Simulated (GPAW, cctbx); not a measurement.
## What do these deviations say about the bonding?

CaFeHIr, P3m1 (no. 156), a = 3.9861 Å, b = 3.9861 Å, c = 4.6214 Å, α = 90.00°, β = 90.00°, γ = 120.00°.

| atom | mult. | x | y | z |
| --- | --- | --- | --- | --- |
| Ir1 | 1 | 0 | 0 | 0.5141 |
| Fe1 | 1 | 1/3 | 2/3 | 0.5737 |
| Ca1 | 1 | 2/3 | 1/3 | 0.0374 |
| H1 | 1 | 1/3 | 2/3 | 0.9098 |

The start was made by putting kin elements into a known structure type; the compound need not exist, or be stable, in this form.

Absolute values of the static structure factors of the conventional cell from DFT (PBE, GPAW) against free spherical atoms, in electrons:

```csv
hkl,d (Å),free atoms,crystal
001,4.621,76.84,77.07
100,3.452,50.57,50.54
101,2.766,61.70,61.59
1 0 -1,2.766,79.88,80.13
002,2.311,92.95,92.83
110,1.993,92.72,92.78
102,1.920,41.30,41.28
1 0 -2,1.920,55.69,55.42
111,1.830,63.62,63.39
200,1.726,44.07,43.95
```

**Question.** Which way does charge move, and which reflections show it best?

Project each element's phase sum on the total phase. At low angle |F| should rise if density moves to atoms that scatter in phase and fall if it moves to atoms that scatter against it.

| hkl | Ir in phase | Fe in phase | Ca in phase | H in phase | change (e) | (%) |
| --- | --- | --- | --- | --- | --- | --- |
| 001 | +1.0 | +1.0 | -1.0 | -0.7 | +0.23 | +0.3 |
| 100 | +1.0 | -0.4 | -0.6 | -0.4 | -0.03 | 0.0 |
| 101 | +0.9 | -0.4 | +0.7 | -0.5 | -0.12 | -0.2 |
| 1 0 -1 | +0.9 | +0.3 | +0.9 | +0.7 | +0.25 | +0.3 |
| 002 | +1.0 | +0.8 | +1.0 | +0.1 | -0.12 | -0.1 |
| 110 | +1.0 | +1.0 | +1.0 | +1.0 | +0.06 | +0.1 |
| 102 | +1.0 | -1.0 | -0.1 | +0.6 | -0.02 | -0.1 |
| 1 0 -2 | +1.0 | +0.4 | -0.8 | -1.0 | -0.27 | -0.5 |

Low-angle reflections that set elements apart and change by more than 0.05 e: 001, 101, 1 0 -1, 002 and 1 0 -2. The real-space density gives Voronoi charges Ir -0.05, Fe -0.12, Ca +0.18, H -0.02 e. The signs that these charges predict hold for 001, 101 and 002 and fail for 1 0 -1 and 1 0 -2, so the simple rule can't give the direction here. The reflections see the density near the nuclei and the atoms' change of size and shape; Voronoi cells count what crosses the midplanes.

[Outputs are excerpts: Python notices, other lines and further rows are left out; steps that failed or that the build refused (PBEsol, TPSS) are not shown.]

[Logs are printed without paths, hosts, clocks, repeated set-up lines and the standing remarks that a program may print on its own settings, such as how far it seeks lower states.]
